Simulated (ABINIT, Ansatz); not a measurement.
# Quasiparticle gap of KCdF3 (Pm-3m) in ABINIT, part 2 of 2

How does a plane-wave GW calculation on KCdF3 (Pm-3m) run from the first input to the gap?

ABINIT 10.8.3; LDA and many-body steps on it, plane waves. Known limits of the many-body steps: not at the basis limit; d shell near the gap, gap tends to lie low; no spin-orbit coupling; coarse k mesh.

So far. Step 2 (Ground state): The gap is indirect, with the least direct gap 1.79 eV higher. Step 3 (Empty states on the mesh, 2×2×2 mesh, 177 bands): On this mesh the gap is 2.829 eV.

### Step 4. Screening, 2×2×2 mesh, 161 bands, screening to 176.9 eV

The RPA dielectric matrix is built and inverted for each q.

This step: RPA screening on LDA, plane waves, norm-conserving pseudopotentials.

Input file run.abi:

```
acell 3*1.0 Angstrom
rprim 
  4.382089020000 0.000000000000 0.000000000000
  0.000000000000 4.382089020000 0.000000000000
  0.000000000000 0.000000000000 4.382089020000
ntypat 3
znucl 19 48 9
natom 5
typat 1 2 3 3 3
xred 
  0.000000000000 0.000000000000 0.000000000000
  0.500000000000 0.500000000000 0.500000000000
  0.000000000000 0.500000000000 0.500000000000
  0.500000000000 0.000000000000 0.500000000000
  0.500000000000 0.500000000000 0.000000000000
pp_dirpath "pseudos"
pseudos "K.upf, Cd.upf, F.upf"
ecut 47
ngkpt 2 2 2
nshiftk 1
shiftk 0 0 0
kptopt 1
chksymbreak 0
istwfk *1
occopt 1
irdwfk 1
optdriver 3
nband 161
ecuteps 6.5
inclvkb 2
awtr 1
symchi 1
indata_prefix "in"
outdata_prefix "out"
tmpdata_prefix "tmp"
```

On the command line:

```sh
OMP_NUM_THREADS=1 mpirun -n 4 abinit run.abi > log
```

Numbers of over 12 decimals in the logs are rounded to 6 here.

Log:

```text
.Version 10.8.3 of ABINIT. v10.8.2 released Aug 2026.

 Symmetries : space group Pm -3 m (#221); Bravais cP (primitive cubic)
[... echo of the input left out ...]
== DATASET  1 ==================================================================
-   mpi_nproc: 4, omp_nthreads: 1 (-1 if OMP is not activated)

--- !DatasetInfo
iteration_state: {dtset: 1, }
dimensions: {natom: 5, nkpt: 4, mband: 161, nsppol: 1, nspinor: 1, nspden: 1, mpw: 8778, }
cutoff_energies: {ecut:  47.0, pawecutdg:  -1.0, }
electrons: {nelect:   5.00000000E+01, charge:   0.00000000E+00, occopt:   1.00000000E+00, tsmear:   1.00000000E-02, }

 SCREENING: Calculation of the susceptibility and dielectric matrices

 Based on a program developped by R.W. Godby, V. Olevano, G. Onida, and L. Reining.
 Incorporated in ABINIT by V. Olevano, G.-M. Rignanese, and M. Torrent.
.Using double precision arithmetic ; gwpc =  8

[... cell and pseudopotentials left out ...]
--------------------------------------------------------------------------------

 ==== K-mesh for the wavefunctions ====
 Number of points in the irreducible wedge :     4
[... list of points left out ...]
 Together with 48 symmetry operations and time-reversal symmetry
 yields     8 points in the full Brillouin Zone.

 ==== Q-mesh for the screening function ====
 Number of points in the irreducible wedge :     4
[... list of points left out ...]
 Together with 48 symmetry operations and time-reversal symmetry
 yields     8 points in the full Brillouin Zone.

 setmesh: FFT mesh size selected  =    36x   36x   36
          total number of points  =        46656

 vcoul_init : cutoff-mode = AUXILIARY_FUNCTION
 q-points for optical limit:   1
     1)      0.000010    0.000020    0.000030

- screening: taking advantage of time-reversal symmetry
- Maximum band index for partially occupied states nbvw = 25
- Remaining bands to be divided among processors   nbcw = 136
- Number of bands treated by each node ~34

 Number of electrons calculated from density =   50.0000; Expected =   50.0000
 average of density, n =  0.088050
 r_s =    1.3944
 omega_plasma =   28.6234 [eV]

 calculating chi0 at frequencies [eV] :
  1    0.000000E+00    0.000000E+00
  2    0.000000E+00    2.862335E+01

--------------------------------------------------------------------------------
  q-point number  1        q = ( 0.000000, 0.000000, 0.000000) [r.l.u.]
--------------------------------------------------------------------------------
[... chi0 elements left out ...]
 For q-point:  0.000010 0.000020 0.000030
  dielectric constant =   2.3203
  dielectric constant without local fields =   2.4945

  Average fulfillment of the sum rule on Im[epsilon] for q-point    1 :     56.44  [%]
[... wings left out ...]
  q-point number  2        q = ( 0.500000, 0.000000, 0.000000) [r.l.u.]
--------------------------------------------------------------------------------
[... chi0 elements left out ...]
  Average fulfillment of the sum rule on Im[epsilon] for q-point    2 :     63.06  [%]

 [... 2 further q-points ...]
```

The job ended after 67 s (4 MPI ranks of Arm Neoverse N1, shared host; peak memory 1.4 GiB).

This step gave:

| Item | Value |
| --- | --- |
| ε∞ with local fields, on this mesh, along the program's q direction | 2.320 |
| the same without local fields | 2.494 |
| plasma frequency | 28.62 eV |
| plane waves in the screening matrix | 461 |

Local fields lower ε∞ by 7 %. On a Γ-centred mesh this coarse the value itself is usually too large, while a short band sum pulls it down.

### Step 5. Self-energy, 2×2×2 mesh, 161 bands, screening to 176.9 eV

The self-energy is evaluated for the states that the input lists, and the levels follow from it, in one-shot runs by the linearised quasiparticle equation.

This step: G0W0 on LDA, plane waves, norm-conserving pseudopotentials.

run.abi: that of step 4 with these lines changed.

```diff
@@ -26,8 +26,17 @@
 irdwfk 1
-optdriver 3
+optdriver 4
 nband 161
+gwcalctyp 0
+ecutsigx 47
+symsigma 1
+nkptgw 2
+kptgw 
+  0.5000000000 0.5000000000 0.5000000000
+  0.0000000000 0.0000000000 0.0000000000
+bdgw 
+  24 28
+  23 28
 ecuteps 6.5
-inclvkb 2
-awtr 1
-symchi 1
+irdscr 1
+ppmodel 1
 indata_prefix "in"
```

Log:

```text
.Version 10.8.3 of ABINIT. v10.8.2 released Aug 2026.

 Symmetries : space group Pm -3 m (#221); Bravais cP (primitive cubic)
[... echo of the input left out ...]
== DATASET  1 ==================================================================
-   mpi_nproc: 4, omp_nthreads: 1 (-1 if OMP is not activated)

--- !DatasetInfo
iteration_state: {dtset: 1, }
dimensions: {natom: 5, nkpt: 4, mband: 161, nsppol: 1, nspinor: 1, nspden: 1, mpw: 8778, }
cutoff_energies: {ecut:  47.0, pawecutdg:  -1.0, }
electrons: {nelect:   5.00000000E+01, charge:   0.00000000E+00, occopt:   1.00000000E+00, tsmear:   1.00000000E-02, }

 SIGMA: Calculation of the GW corrections

 Based on a program developped by R.W. Godby, V. Olevano, G. Onida, and L. Reining.
 Incorporated in ABINIT by V. Olevano, G.-M. Rignanese, and M. Torrent.
.Using double precision arithmetic ; gwpc =  8

[... cell and pseudopotentials left out ...]
--------------------------------------------------------------------------------

 ==== K-mesh for the wavefunctions ====
 Number of points in the irreducible wedge :     4
[... list of points left out ...]
 Together with 48 symmetry operations and time-reversal symmetry
 yields     8 points in the full Brillouin Zone.

 ==== Q-mesh for screening function ====
 Number of points in the irreducible wedge :     4
[... list of points left out ...]
 Together with 48 symmetry operations and time-reversal symmetry
 yields     8 points in the full Brillouin Zone.

 vcoul_init : cutoff-mode = AUXILIARY_FUNCTION
 q-points for optical limit:   1
     1)      0.000010    0.000020    0.000030
 setmesh: FFT mesh size selected  =    54x   54x   54
          total number of points  =       157464

 Number of electrons calculated from density =   50.0000; Expected =   50.0000
 average of density, n =  0.088050
 r_s =    1.3944
 omega_plasma =   28.6234 [eV]

 === KS Band Gaps ===
  >>>> For spin  1
   Minimum direct gap =   4.6176 [eV], located at k-point      :   0.0000  0.0000  0.0000
   Fundamental gap    =   2.8288 [eV], Top of valence bands at :   0.5000  0.5000  0.5000
                                       Bottom of conduction at :   0.0000  0.0000  0.0000
 SIGMA fundamental parameters:
 PLASMON POLE MODEL  1
 number of plane-waves for SigmaX                 8733
 number of plane-waves for SigmaC and W            461
 number of plane-waves for wavefunctions          8733
 number of bands                                   161
 number of independent spin polarizations            1
 number of spinorial components                      1
 number of k-points in IBZ                           4
 number of q-points in IBZ                           4
 number of symmetry operations                      48
 number of k-points in BZ                            8
 number of q-points in BZ                            8
 number of frequencies for dSigma/dE                 9
 frequency step for dSigma/dE [eV]                0.25
 number of omega for Sigma on real axis              0
 max omega for Sigma on real axis  [eV]           0.00
 zcut for avoiding poles [eV]                     0.10

 EPSILON^-1 parameters (SCR file):
 dimension of the eps^-1 matrix on file            461
 dimension of the eps^-1 matrix used               461
 number of plane-waves for wavefunctions          8733
 number of bands                                   161
 number of q-points in IBZ                           4
 number of frequencies                               2
 number of real frequencies                          1
 number of imag frequencies                          1

 matrix elements of self-energy operator (all in [eV])

 Perturbative Calculation

--- !SelfEnergy_ee
iteration_state: {dtset: 1, }
kpoint     : [   0.500,    0.500,    0.500, ]
spin       : 1
KS_gap     :    7.513
QP_gap     :   11.068
Delta_QP_KS:    3.555
data: !SigmaeeData |
     Band     E0 <VxcDFT>   SigX SigC(E0)      Z dSigC/dE  Sig(E)    E-E0       E
       24   1.503 -25.696 -32.242   4.851   0.817  -0.225 -27.080  -1.384   0.119
       25   1.503 -25.696 -32.242   4.851   0.817  -0.225 -27.080  -1.384   0.119
       26   9.015 -10.695  -5.052  -3.180   0.882  -0.134  -8.523   2.172  11.187
       27   9.015 -10.695  -5.052  -3.180   0.882  -0.134  -8.523   2.172  11.187
       28   9.015 -10.695  -5.052  -3.180   0.882  -0.134  -8.523   2.172  11.187

--- !SelfEnergy_ee
iteration_state: {dtset: 1, }
kpoint     : [   0.000,    0.000,    0.000, ]
spin       : 1
KS_gap     :    4.618
QP_gap     :    8.103
Delta_QP_KS:    3.485
data: !SigmaeeData |
     Band     E0 <VxcDFT>   SigX SigC(E0)      Z dSigC/dE  Sig(E)    E-E0       E
       23  -0.286 -21.815 -29.294   5.408   0.793  -0.260 -23.458  -1.643  -1.929
       24  -0.286 -21.815 -29.294   5.408   0.793  -0.260 -23.458  -1.643  -1.929
       25  -0.286 -21.815 -29.294   5.408   0.793  -0.260 -23.458  -1.643  -1.929
       26   4.331 -12.205  -7.019  -3.081   0.876  -0.142 -10.363   1.842   6.174
       27   9.542  -9.378  -3.862  -2.997   0.892  -0.121  -7.132   2.247  11.789
       28   9.542  -9.378  -3.862  -2.997   0.892  -0.121  -7.132   2.247  11.789

== END DATASET(S) ==============================================================
================================================================================

 -outvars: echo values of variables after computation  --------
           etotal      0.0000000000E+00
            nband         161
             nkpt           4
          spgroup         221
 [... the other variables as echoed above ...]

 Calculation completed.
```

Run time: 38 s. Hardware: 4 MPI ranks; peak memory 1.3 GiB; 2.5 min of CPU time.

This step gave:

| Quantity | Value |
| --- | --- |
| G0W0 gap on the points computed | 6.055 eV |
| starting gap on the mesh | 2.829 eV |
| k of the valence top | 0.5, 0.5, 0.5 |
| k of the conduction bottom | 0, 0, 0 |
| Z at the valence top | 0.817 |
| Z at the conduction bottom | 0.876 |
| least direct G0W0 gap on the computed points | 8.103 eV |

The gap on the mesh goes from 2.83 eV to 6.06 eV, a correction of +3.23 eV.

Limits: finite bands, cutoff and mesh; d shell near the gap, gap tends to lie low; no spin-orbit coupling; coarse k mesh. v1 is the top filled band, c1 the lowest empty one. The levels before and after the correction (eV, zero at the valence-band top of each column):

```
           conduction bottom  valence top
Kohn-Sham               2.83         0.00
     G0W0               6.05         0.00
```

```
                         level  energy (eV)
Kohn-Sham  (0.5 0.5 0.5) v2-v1        0.000
Kohn-Sham  (0.5 0.5 0.5) c1-c3        7.513
Kohn-Sham              Γ v3-v1       -1.789
Kohn-Sham                 Γ c1        2.829
Kohn-Sham              Γ c2-c3        8.040
     G0W0  (0.5 0.5 0.5) v2-v1        0.000
     G0W0  (0.5 0.5 0.5) c1-c3       11.068
     G0W0              Γ v3-v1       -2.048
     G0W0                 Γ c1        6.055
     G0W0              Γ c2-c3       11.670
```

### Step 6. Where the time went

Times are wall times on 4 MPI ranks of Arm Neoverse N1, shared host, good to a factor of about two.

```
                    step     time  share  memory (GiB)
            ground state  2.1 min   35 %          0.45
empty states on the mesh  2.1 min   35 %          0.47
               screening     67 s   19 %           1.4
             self-energy     38 s   11 %           1.3
```

### Step 7. Results

```
LDA gap              : 2.83 eV, indirect
G0W0 gap on the mesh : 6.06 eV
GW settings          : 2×2×2 mesh, 161 bands, screening to 176.9 eV, Godby-Needs plasmon pole
known limits         : not at the basis limit; d shell near the gap, gap tends to lie low; no spin-orbit coupling; coarse k mesh
```

**Reading.** G0W0 moves the gap on the mesh from 2.83 eV to 6.06 eV (+3.23 eV), with Z of 0.82 and 0.88 at the edges. Local fields lower the RPA ε∞ on this mesh from 2.49 to 2.32; a Γ-centred mesh this coarse tends to raise both, most where the direct gap is narrow, while a short band sum lowers them. Only 2 of the mesh's irreducible points were corrected, so a valley elsewhere could overtake. Bands and cutoff are finite, so the gap is not at the basis limit. The miss can reach some tenths of an eV and take either sign; the mesh is an error of its own. In the G0W0 run levels were corrected at 2 k points alone, so a gap called «on the mesh» is the least over those, and an edge elsewhere would be missed. The 2×2×2 mesh is coarse for this cell, which bears on the long-range parts of exchange and screening. This is the ideal cubic cell; many perovskites, halides above all, are cubic only on average, and local tilts or off-centring can widen the gap. A d shell, filled or nearly so, lies near the gap. One-shot GW converges very slowly in bands there, not always from below, and on a semilocal start the gap tends to come out low; starts rich in exact exchange can overshoot instead. The many-body steps are scalar-relativistic: spin-orbit coupling is not in them.

[Paths, hosts, dates, memory and timing lines, banners, echoed tables and standing remarks are left out of the program output.]

[Logs are printed without paths, hosts, clocks, repeated set-up lines and the standing remarks that a program may print on its own settings, such as how far it seeks lower states.]

[Runs of the session that timed out or met a known fault of the program may be left out.]

[Hosts, paths, dates, database ids (printed as entryN), source tags and the programs' standing remarks are cut or masked in the printed files.]

[G0W0 gaps are taken among the corrected bands and points alone; a level outside them can change the order at an edge.]

[Where Ansatz stands beside ABINIT at settings called matched, ABINIT's density can come from a denser mesh and the files from another edition; pairs whose starting gaps differed by over 0.03 eV were left out, so agreement reads better than it is.]
